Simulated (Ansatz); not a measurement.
# SnTe2 (model cell, started as rutile): phonons and vibrational spectra

Wanted: phonon frequencies of SnTe2 (model cell, started as rutile) and what follows from them.

Calculated with Ansatz 0.2.0; DFT PBE, scalar-relativistic, plane waves, PAW.

The structure was built from a prototype and need not be the compound's stable phase.

### Step 1. Starting point

Symmetry: P4_2/mnm, No. 136, tetragonal system. The conventional cell has a = 6.757 Å, b = 6.757 Å, c = 4.358 Å, α = 90.00°, β = 90.00°, γ = 90.00°. Sn has 6 Te at 2.87 to 2.91 Å nearest. Nearest to Te lie 3 Sn at 2.87 to 2.91 Å. Farther neighbours and most contacts between anions are not listed.

### Step 2. Bringing the structure to rest

Harmonic phonons are second derivatives at a point where the forces vanish, and they are wanted at zero stress, so atoms and cell are relaxed first.

Input file input.yaml:

```yaml
crystal:
  lattice:
    - [6.757, 0.0, 0.0]
    - [0.0, 6.757, 0.0]
    - [0.0, 0.0, 4.35826]
  atoms:
    - { symbol: Sn, position: [0.0, 0.0, 0.0] }
    - { symbol: Sn, position: [0.5, 0.5, 0.5] }
    - { symbol: Te, position: [0.305, 0.305, 0.0] }
    - { symbol: Te, position: [0.695, 0.695, 0.0] }
    - { symbol: Te, position: [0.805, 0.195, 0.5] }
    - { symbol: Te, position: [0.195, 0.805, 0.5] }
kpoints:
  mp_grid: { grid: [6, 6, 8] }
hamiltonian:
  xc: pbe
scf:
  occupations: { method: gaussian, width: 0.1 }
output:
  forces: true
  stress: true
  eigenvalues: true
  write_density: true
  write_potential: true
  elf: true
  volumetric_format: npy
relax:
  adjacent_minimum: "off"
  f_tol: 0.005
  max_steps: 80
  cell: { stress_tol: 0.05 }
```

Command:

```console
$ ansatz run input.yaml --threads 4 --pin off --max-ram 14336MiB --backend cpu --events-out ev --progress --plain --runs-dir out
```

Numbers of over 12 decimals in the logs are rounded to 6 here.

Log:

```text
Engine: ansatz 0.2.0, aarch64-unknown-linux-gnu
Pseudopotentials: kind: paw
Pseudopotential: Sn, paw, valence charge 14, recommended cutoff 420 eV (normal), Sn.paw.azcp
Pseudopotential: Te, paw, valence charge 16, recommended cutoff 420 eV (normal), Te.paw.azcp
Functional definition: PBE
  parameter kappa = 0.804
  parameter beta = 0.066725
  exchange = pbe_x(kappa = kappa, mu = beta*pi^2/3)
  correlation = pbe_c(beta = beta)
Crystal: 6 atoms, lattice volume = 198.985 Å³
Basis set: ecut = 420 eV, 3927 PW (Γ), exchange–correlation on 96×96×60 points (8 copies of the dense FFT grid, shifted against one another)
Bands: 56, of which v1, the nominal top of the filled ones, is band 46 counted from 1 (45 counted from 0)
Symmetry: 16 space group operations
Space group: P42/mnm (ITA 136), of the structure as read, at distance tolerance 5.8e-5 Å
k-points: 50 of 288
Non-local potential: Sn, projectors of the file, l = 0: 2, l = 1: 2, l = 2: 2, l = 3: 2
Non-local potential: Te, projectors of the file, l = 0: 2, l = 1: 2, l = 2: 2, l = 3: 2
PAW form: soft (Blöchl's): semilocal exchange-correlation on the pseudo side does not see the compensation charge
PAW one-centre angular grid: Sn, 590 points (default); XC on 64 Gauss nodes
PAW one-centre angular grid: Te, 590 points (default); XC on 64 Gauss nodes
Initial density: superposition of atomic densities (neutral atoms: chi_scale 0, normalization atom), corrected by the library's trained network
Initial wavefunctions: pseudopotential atomic-orbital guess
Functional: x = pbe(κ = 0.804, μ = 0.219515), c = pbe(β = 0.066725)
SCF iter   1: F=—  HF=-39967.439217 eV  |F-HF|=—  |Δ(HF+E_count)|=         —  Δρ=1.81e-3  dr2=4.36e-3  ethr=1.77e-3  ⟨swp⟩=7.9  Hψ=11760  notcnv=0  defer=52
preconditioner: auto → LDOS  [metal: Δε(μ)=0.023 eV  Ē_g=8.683 eV  σ=0.100 eV  W_gap=0.13  n_scr=46 (ndim 8)  ℏωp=14.9 eV  f_vac=0.056  D(μ)=3.52/eV (n_scr^D=18)  β→1.0]
SCF iter   2: F=—  HF=-39967.437541 eV  |F-HF|=—  |Δ(HF+E_count)|=   1.68e-3  Δρ=6.79e-4  dr2=7.24e-4  ethr=4.74e-6  ⟨swp⟩=2.3  Hψ=5570  notcnv=0  defer=72
SCF iter   3: F=—  HF=-39967.437180 eV  |F-HF|=—  |Δ(HF+E_count)|=   3.60e-4  Δρ=2.51e-4  dr2=1.02e-4  ethr=7.87e-7  ⟨swp⟩=2.0  Hψ=4938  notcnv=0  defer=72
SCF iter   4: F=—  HF=-39967.437134 eV  |F-HF|=—  |Δ(HF+E_count)|=   4.66e-5  Δρ=5.32e-5  dr2=4.02e-6  ethr=1.11e-7  ⟨swp⟩=2.0  Hψ=4942  notcnv=0  defer=72
SCF iter   5: F=—  HF=-39967.437118 eV  |F-HF|=—  |Δ(HF+E_count)|=   1.60e-5  Δρ=1.66e-5  dr2=5.16e-7  ethr=4.37e-9  ⟨swp⟩=2.0  Hψ=4942  notcnv=0  defer=72
SCF iter   6: F=-39967.437118 eV  HF=-39967.437118 eV  |F-HF|=2.20e-9  |Δ(HF+E_count)|=   1.83e-8  Δρ=3.37e-6  dr2=1.65e-8  ethr=1.09e-10  ⟨swp⟩=16.9  Hψ=22671  notcnv=0
SCF 1 converged in 6 iterations: F = -39967.437118 eV  dr2 = 1.65e-8
  greatest PAW one-centre occupation: 0.998 electrons in one spin orbital (limit 2), on the Te atom at site 5 (counted from 0), in its partial waves of l = 2
relax step   1: F+E_penalty+E_count = -39967.43711765 eV  Δ(F+E_penalty+E_count) = +0.000e0 eV  max|allowed force component| = 2.337e-1 eV/Å  Δτ_max = 0.0000 Å  P = +4.815 GPa  Ω = 198.985 Å³  (6 SCF iters, dr2 threshold 1.00e-7 eV, accepted)
Crystal: 6 atoms, lattice volume = 226.198 Å³
Basis set: ecut = 420 eV, 4459 PW (Γ), exchange–correlation on 96×96×60 points (8 copies of the dense FFT grid, shifted against one another)
Initial density: handed on by an earlier stage of this run
Initial wavefunctions: those handed on with the density
iter 1 solved again at ethr=3.91e-5 eV; its pass at ethr=3.10e-3 eV (dr2=3.60e-2 eV) is discarded
SCF iter   1: F=—  HF=-39967.709235 eV  |F-HF|=—  |Δ(HF+E_count)|=         —  Δρ=3.90e-3  dr2=3.65e-2  ethr=3.91e-5  ⟨swp⟩=1.8  Hψ=15770  notcnv=0
preconditioner: auto → LDOS  [metal: Δε(μ)=0.009 eV  Ē_g=8.127 eV  σ=0.100 eV  W_gap=0.05  n_scr=46 (ndim 8)  ℏωp=14.0 eV  f_vac=0.101  D(μ)=6.09/eV (n_scr^D=38)  β→1.0]
SCF iter   2: F=—  HF=-39967.706673 eV  |F-HF|=—  |Δ(HF+E_count)|=   2.56e-3  Δρ=1.21e-3  dr2=3.95e-3  ethr=3.91e-5  ⟨swp⟩=2.0  Hψ=3606  notcnv=0
SCF iter   3: F=—  HF=-39967.707223 eV  |F-HF|=—  |Δ(HF+E_count)|=   5.50e-4  Δρ=6.50e-4  dr2=1.13e-3  ethr=4.30e-6  ⟨swp⟩=2.0  Hψ=5115  notcnv=0
SCF iter   4: F=—  HF=-39967.706916 eV  |F-HF|=—  |Δ(HF+E_count)|=   3.07e-4  Δρ=2.18e-4  dr2=1.16e-4  ethr=1.22e-6  ⟨swp⟩=2.0  Hψ=5110  notcnv=0
SCF iter   5: F=—  HF=-39967.706928 eV  |F-HF|=—  |Δ(HF+E_count)|=   1.16e-5  Δρ=4.52e-5  dr2=4.70e-6  ethr=1.26e-7  ⟨swp⟩=2.0  Hψ=5110  notcnv=0
SCF iter   6: F=-39967.706929 eV  HF=-39967.706930 eV  |F-HF|=3.32e-7  |Δ(HF+E_count)|=   1.63e-6  Δρ=1.49e-5  dr2=5.54e-7  ethr=6.52e-10  ⟨swp⟩=13.8  Hψ=26193  notcnv=0
SCF 2 converged in 6 iterations: F = -39967.706929 eV  dr2 = 5.54e-7
  greatest PAW one-centre occupation: 0.998 electrons in one spin orbital (limit 2), on the Te atom at site 3 (counted from 0), in its partial waves of l = 2
relax step   2: F+E_penalty+E_count = -39967.70692925 eV  Δ(F+E_penalty+E_count) = -2.698e-1 eV  max|allowed force component| = 1.204e-1 eV/Å  Δτ_max = 0.0495 Å  P = -0.972 GPa  Ω = 226.198 Å³  energy of the carried Pulay correction = -5.284e-3 eV  (6 SCF iters, dr2 threshold 6.00e-7 eV, accepted)
Crystal: 6 atoms, lattice volume = 221.339 Å³
Basis set: ecut = 420 eV, 4307 PW (Γ), exchange–correlation on 96×96×60 points (8 copies of the dense FFT grid, shifted against one another)
iter 1 solved again at ethr=2.38e-6 eV; its pass at ethr=3.10e-3 eV (dr2=2.19e-3 eV) is discarded
SCF iter   1: F=—  HF=-39967.734162 eV  |F-HF|=—  |Δ(HF+E_count)|=         —  Δρ=9.61e-4  dr2=2.20e-3  ethr=2.38e-6  ⟨swp⟩=1.8  Hψ=14294  notcnv=0
preconditioner: auto → LDOS  [metal: Δε(μ)=0.012 eV  Ē_g=8.223 eV  σ=0.100 eV  W_gap=0.07  n_scr=46 (ndim 8)  ℏωp=14.1 eV  f_vac=0.080  D(μ)=5.70/eV (n_scr^D=38)  β→1.0]
SCF iter   2: F=—  HF=-39967.733800 eV  |F-HF|=—  |Δ(HF+E_count)|=   3.62e-4  Δρ=2.94e-4  dr2=2.04e-4  ethr=2.38e-6  ⟨swp⟩=2.0  Hψ=3610  notcnv=0
SCF iter   3: F=—  HF=-39967.733877 eV  |F-HF|=—  |Δ(HF+E_count)|=   7.70e-5  Δρ=1.40e-4  dr2=5.38e-5  ethr=2.22e-7  ⟨swp⟩=2.0  Hψ=5114  notcnv=0
SCF iter   4: F=—  HF=-39967.733863 eV  |F-HF|=—  |Δ(HF+E_count)|=   1.36e-5  Δρ=4.64e-5  dr2=5.13e-6  ethr=5.85e-8  ⟨swp⟩=2.0  Hψ=5109  notcnv=0
SCF iter   5: F=-39967.733862 eV  HF=-39967.733862 eV  |F-HF|=1.57e-7  |Δ(HF+E_count)|=   9.94e-7  Δρ=1.36e-5  dr2=5.13e-7  ethr=6.52e-10  ⟨swp⟩=10.1  Hψ=22232  notcnv=0
SCF 3 converged in 5 iterations: F = -39967.733862 eV  dr2 = 5.13e-7
relax step   3: F+E_penalty+E_count = -39967.73386192 eV  Δ(F+E_penalty+E_count) = -2.693e-2 eV  max|allowed force component| = 3.702e-2 eV/Å  Δτ_max = 0.0178 Å  P = -0.197 GPa  Ω = 221.339 Å³  energy of the carried Pulay correction = -4.390e-3 eV  (5 SCF iters, dr2 threshold 6.00e-7 eV, accepted)
[...]
relax step   4: F+E_penalty+E_count = -39967.73670451 eV  Δ(F+E_penalty+E_count) = -2.843e-3 eV  max|allowed force component| = 7.193e-3 eV/Å  Δτ_max = 0.0037 Å  P = +0.053 GPa  Ω = 220.009 Å³  energy of the carried Pulay correction = -4.142e-3 eV  (4 SCF iters, dr2 threshold 4.96e-7 eV, accepted)
[...]
relax step   5: F+E_penalty+E_count = -39967.73740712 eV  Δ(F+E_penalty+E_count) = -7.026e-4 eV  max|allowed force component| = 1.432e-3 eV/Å  Δτ_max = 0.0004 Å  P = +0.061 GPa  Ω = 220.076 Å³  energy of the carried Pulay correction = -4.155e-3 eV  (5 SCF iters, dr2 threshold 3.47e-8 eV, accepted)
[...]
relax step   6: F+E_penalty+E_count = -39967.73755793 eV  Δ(F+E_penalty+E_count) = -1.508e-4 eV  max|allowed force component| = 6.139e-4 eV/Å  Δτ_max = 0.0003 Å  P = +0.002 GPa  Ω = 220.537 Å³  energy of the carried Pulay correction = -4.241e-3 eV  (5 SCF iters, dr2 threshold 1.91e-8 eV, accepted)
Initial wavefunctions: pseudopotential atomic-orbital guess (no wavefunctions were taken with the density)
iter 1 solved again at ethr=3.00e-7 eV; its pass at ethr=3.10e-3 eV (dr2=2.76e-4 eV) is discarded
SCF iter   1: F=—  HF=-39967.735157 eV  |F-HF|=—  |Δ(HF+E_count)|=         —  Δρ=3.36e-4  dr2=8.18e-6  ethr=3.00e-7  ⟨swp⟩=3.1  Hψ=18840  notcnv=0
preconditioner: auto → LDOS  [metal: Δε(μ)=0.015 eV  Ē_g=8.247 eV  σ=0.100 eV  W_gap=0.08  n_scr=46 (ndim 8)  ℏωp=14.1 eV  f_vac=0.081  D(μ)=5.18/eV (n_scr^D=38)  β→1.0]
SCF iter   2: F=—  HF=-39967.741300 eV  |F-HF|=—  |Δ(HF+E_count)|=   6.14e-3  Δρ=2.94e-5  dr2=1.22e-6  ethr=8.90e-9  ⟨swp⟩=2.6  Hψ=5172  notcnv=0
SCF iter   3: F=—  HF=-39967.741298 eV  |F-HF|=—  |Δ(HF+E_count)|=   2.25e-6  Δρ=1.00e-5  dr2=1.96e-7  ethr=1.32e-9  ⟨swp⟩=2.0  Hψ=5110  notcnv=0
SCF iter   4: F=—  HF=-39967.741300 eV  |F-HF|=—  |Δ(HF+E_count)|=   1.84e-6  Δρ=2.52e-6  dr2=2.30e-8  ethr=2.13e-10  ⟨swp⟩=3.0  Hψ=5300  notcnv=0
SCF iter   5: F=—  HF=-39967.741300 eV  |F-HF|=—  |Δ(HF+E_count)|=   9.51e-8  Δρ=9.80e-7  dr2=2.19e-9  ethr=2.50e-11  ⟨swp⟩=3.0  Hψ=5077  notcnv=0
SCF iter   6: F=—  HF=-39967.741300 eV  |F-HF|=—  |Δ(HF+E_count)|=  2.84e-10  Δρ=2.60e-7  dr2=1.88e-10  ethr=2.39e-12  ⟨swp⟩=2.0  Hψ=5105  notcnv=0
SCF iter   7: F=-39967.741300 eV  HF=-39967.741300 eV  |F-HF|=1.46e-11  |Δ(HF+E_count)|=  4.37e-11  Δρ=7.52e-8  dr2=1.25e-11  ethr=1.00e-12  ⟨swp⟩=8.7  Hψ=13597  notcnv=0
SCF 7 converged in 7 iterations: F = -39967.741300 eV  dr2 = 1.25e-11
relax step   7: F+E_penalty+E_count = -39967.74129964 eV  Δ(F+E_penalty+E_count) = -3.742e-3 eV  max|allowed force component| = 5.098e-4 eV/Å  Δτ_max = 0.0000 Å  P = -0.006 GPa  Ω = 220.537 Å³  stress off target by 7.95e-3 GPa  SCF on the basis re-selected at this cell (its energy is not comparable with the rows above)  (7 SCF iters)
basis re-selected at this cell: Δ(F+E_penalty+E_count) = -3.742e-3 eV, ΔP = -0.008 GPa vs the last step (what re-selecting the basis moved, of the pressure what is left beyond the Pulay correction that the steps carried, after the strain that the cell walked since its last selection, with what the two solves' SCF thresholds leave and, on support functions, any second-order correction that the steps lacked; it is no m [...]
SCF converged after 7 iterations
Free energy (F): -39967.741300 eV
Harris-Foulkes:  -39967.741300 eV  (|F-HF|=1.46e-11)
Internal energy: -39967.715395 eV  (E = F + TS)
E sigma→0 (E₀):  -39967.728347 eV
Entropy (-TS):   -0.025905 eV (-4.317 meV/atom)
Fermi energy:    6.786733 eV
--- Per-component energies (eV) ---
  E_band       = -1409.789660
  E_kinetic    = 1091.409378
  E_local      = -8125.420710  (includes V_loc(G=0)·N_el)
  E_nonlocal   = -1304.474418
  E_hartree    = 4883.921209
  E_xc         = -1258.005138
  E_vxc        = -603.079577  (∫ρ·V_xc dr)
  E_paw        = -26925.573289  (= ΣΔE_a)
  E_vpaw       = -2236.066063  (= ΣTr[D̂ρ^β])
  E_aug_tail   = -0.000779  (compensation charges beyond the density's cutoff)
  E_ewald      = -8329.571648
  E_smearing   = -0.025905  (= −TS)
  E_closure    = 0.000000  (closes the sum)
  Σ components = -39967.741300   (vs F -39967.741300, Δ=0.00e0)
--- Forces (eV/Å), atoms counted from 1 ---
  atom   1  Sn    -0.00000000     0.00000000     0.00000000
  atom   2  Sn     0.00000000     0.00000000     0.00000000
  atom   3  Te    -0.00050980    -0.00050980     0.00000000
  atom   4  Te     0.00050980     0.00050980     0.00000000
  atom   5  Te    -0.00050980     0.00050980     0.00000000
  atom   6  Te     0.00050980    -0.00050980     0.00000000
  max |Σ_I F_I| component: 1.52e-18 eV/Å
--- Stress (GPa, compression-positive) ---
       -0.007950       0.000000       0.000000
        0.000000      -0.007950       0.000000
        0.000000       0.000000      -0.003381
  P = ⅓ Tr σ = -0.0064 GPa (-0.064 kbar)
--- Band table (eV; the first three rows and the last of 50) ---
  k-point 0: bands = [... 42 lower, 6.1107, 6.1107, 6.7579, 6.7579, 7.3801, 7.4536, 8.6713, 8.6713, ... 6 higher]
  k-point 1: bands = [... 42 lower, 5.4084, 6.5436, 6.7738, 6.7738, 7.2405, 7.9472, 9.3044, 9.3044, ... 6 higher]
  k-point 2: bands = [... 42 lower, 4.6197, 6.4977, 6.4977, 6.8246, 6.8405, 8.3336, 9.9871, 10.1859, ... 6 higher]
  k-point 49: bands = [... 42 lower, 6.1571, 6.1571, 6.3417, 6.3417, 6.7187, 6.7187, 10.3563, 10.3563, ... 6 higher]
--- Relaxed structure (6 steps of the walk, 6 accepted, 1 SCFs on fresh bases) ---
  F+E_penalty+E_count = -39967.74129964 eV   max|allowed force component| = 5.098e-4 eV/Å   (the final SCF, on the basis selected at the relaxed cell)
  cell:  # Å, volume = 220.5369 Å³
    - [7.061538, 0, 0.0]
    - [0, 7.061538, 0.0]
    - [0.0, 0.0, 4.422651]
  atoms:
    - { symbol: Sn, position: [0, 0, 0.0] }
    - { symbol: Sn, position: [0.5, 0.5, 0.5] }
    - { symbol: Te, position: [0.301998, 0.301998, 0.0] }
    - { symbol: Te, position: [0.698002, 0.698002, 0.0] }
    - { symbol: Te, position: [0.801998, 0.198002, 0.5] }
    - { symbol: Te, position: [0.198002, 0.801998, 0.5] }
```

The job ended after 64 s (4 threads of Arm Neoverse V2, shared host; peak memory 0.89 GiB; 4.2 min of CPU time).

Relaxation path:

```tsv
step	energy less that of the first step (eV)	largest force component (eV/Å)	pressure (GPa)	volume (Å³)
1	0.0000	0.2337	4.82	198.99
2	-0.2698	0.1204	-0.97	226.20
3	-0.2967	0.0370	-0.20	221.34
4	-0.2996	0.0072	0.05	220.01
5	-0.3003	0.0014	0.06	220.08
6	-0.3004	0.0006	0.00	220.54
7*	-0.3042	0.0005	-0.01	220.54
```

Relaxation steps marked * repeat the geometry before them on a plane-wave basis chosen anew for their cell, so energy and pressure can jump there.

The run keeps the 16 symmetry operations that it works with, so distortions that break them were not tested.

```tsv
conventional cell, symmetrised	before	after	change
a (Å)	6.757	7.062	+4.5 %
b (Å)	6.757	7.062	+4.5 %
c (Å)	4.358	4.423	+1.5 %
volume (Å³/atom)	33.16	36.76	+10.8 %
```

The atoms that moved most (Å, as changes of fractional coordinates times the final cell):

```tsv
atom	dx	dy	dz	length
Te4	0.021	0.021	0.000	0.030
Te5	-0.021	0.021	0.000	0.030
Te6	0.021	-0.021	0.000	0.030
Te3	-0.021	-0.021	0.000	0.030
```

Final coordinates:

```xyz
6
Lattice="7.0615 0.0000 0.0000 0.0000 7.0615 0.0000 0.0000 0.0000 4.4227" Properties=species:S:1:pos:R:3 pbc="T T T"
Sn    0.0000    0.0000    0.0000
Sn    3.5308    3.5308    2.2113
Te    2.1326    2.1326    0.0000
Te    4.9290    4.9290    0.0000
Te    5.6633    1.3982    2.2113
Te    1.3982    5.6633    2.2113
```

This step gave:

| Quantity | Value |
| --- | --- |
| pressure | -0.006427 GPa |
| volume per atom | 36.76 Å³ |
| gap on the k-mesh | 0 eV |

Valence density in the ab plane at fractional z = 0.000, with atoms of Sn and Te within 0.2 Å of it. It is the smooth field of the valence electrons, not physical close to the nuclei.

Ten steps, logarithmic in the rise over the least value, from '_' (0 e/Å³) to '@' (16 e/Å³), each cell a mean:
```
@@##==::________________________..--**%%
**++--..________________..........::==**
--::....______________..::::::::::::::--
....________________..::--==++==--::....
____________________..--++##%%**==::..__
____________________::--##@@@@%%++::..__
____________________..--**%%@@##==::..__
____________________..::==**##++--::..__
____________________....::------::..____
________........______......::....______
______..::::::::....____________________
____..::--==++==::..____________________
____..--++%%%%##==::..__________________
____..--**@@@@%%++::..__________________
__....--++%%@@%%==::..__________________
......::--++**++--::..__________________
::::::::::------::..______________....::
++==::::..........________________..--==
%%**==::....____________________..::++##
@@%%++::..______________________..--**@@
```
Columns run along a (7.1 Å), rows up along b (7.1 Å). Atoms in or near the plane, at fractional coordinates: Sn at (0.00, 0.00), Te at (0.30, 0.30), Te at (0.70, 0.70).

Electrostatic potential energy in the ab plane at fractional z = 0.000, with atoms of Sn and Te within 0.2 Å of it. With pseudopotentials it is smooth inside the atoms' cores, unlike the true potential.

Ten even steps from '_' (-11 eV) to '@' (42 eV), each cell a mean:
```
%%==__::--====================----__..##
..____::--==============----------..__..
__..::----============----::..::--::..__
::------============--::________..------
------==============--..__**##::__::----
==================----__--@@@@##__..--==
==================----__::%%@@**__::--==
==================----..__::--____----==
==================------..____..::--====
========--------------------------======
======----::..::--------------==========
====--::________..----==================
====--..__**%%==__::--==================
==----__::@@@@%%__..--==================
------__..%%@@**__::--==================
------::__..::____----============------
..::::::::____..::--============----::::
____..::----------============----::____
++::__::------================----..__==
@@++__..----==================--::__..%%
```
Columns run along a (7.1 Å; values clipped at the 3rd and 97th percentile), rows up along b (7.1 Å). Atoms in or near the plane, at fractional coordinates: Sn at (0.00, 0.00), Te at (0.30, 0.30), Te at (0.70, 0.70).

ELF in the ab plane at fractional z = 0.000, with atoms of Sn and Te within 0.2 Å of it. It is the smooth field of the valence electrons, not physical close to the nuclei.

Ten even steps from '0' (0.00) to '9' (0.78), each cell a mean:
```
01332100000233333320
23332000004788765432
33331000028998777543
33211000159976567753
21100000169852136763
00000000158630015773
00000000137630026883
00000000025653357983
00023331112566689972
00378875211257899840
03899876531123565200
05997555652101111000
15985212565100000000
15874001577300000000
14774002588300000001
34676445798300001122
33577778997200001333
33456789983000012333
02334455530000013331
00333111000000023320
```
Columns run along a (7.1 Å), rows up along b (7.1 Å). Atoms in or near the plane, at fractional coordinates: Sn at (0.00, 0.00), Te at (0.30, 0.30), Te at (0.70, 0.70).

In this step the volume went from 33.16 to 36.76 Å³/atom.

(Continued in part 2 of 2.)

[Logs are printed without paths, hosts, clocks, repeated set-up lines and the standing remarks that a program may print on its own settings, such as how far it seeks lower states.]

[Hosts, paths, dates, database ids (printed as entryN), source tags and the programs' standing remarks are cut or masked in the printed files.]
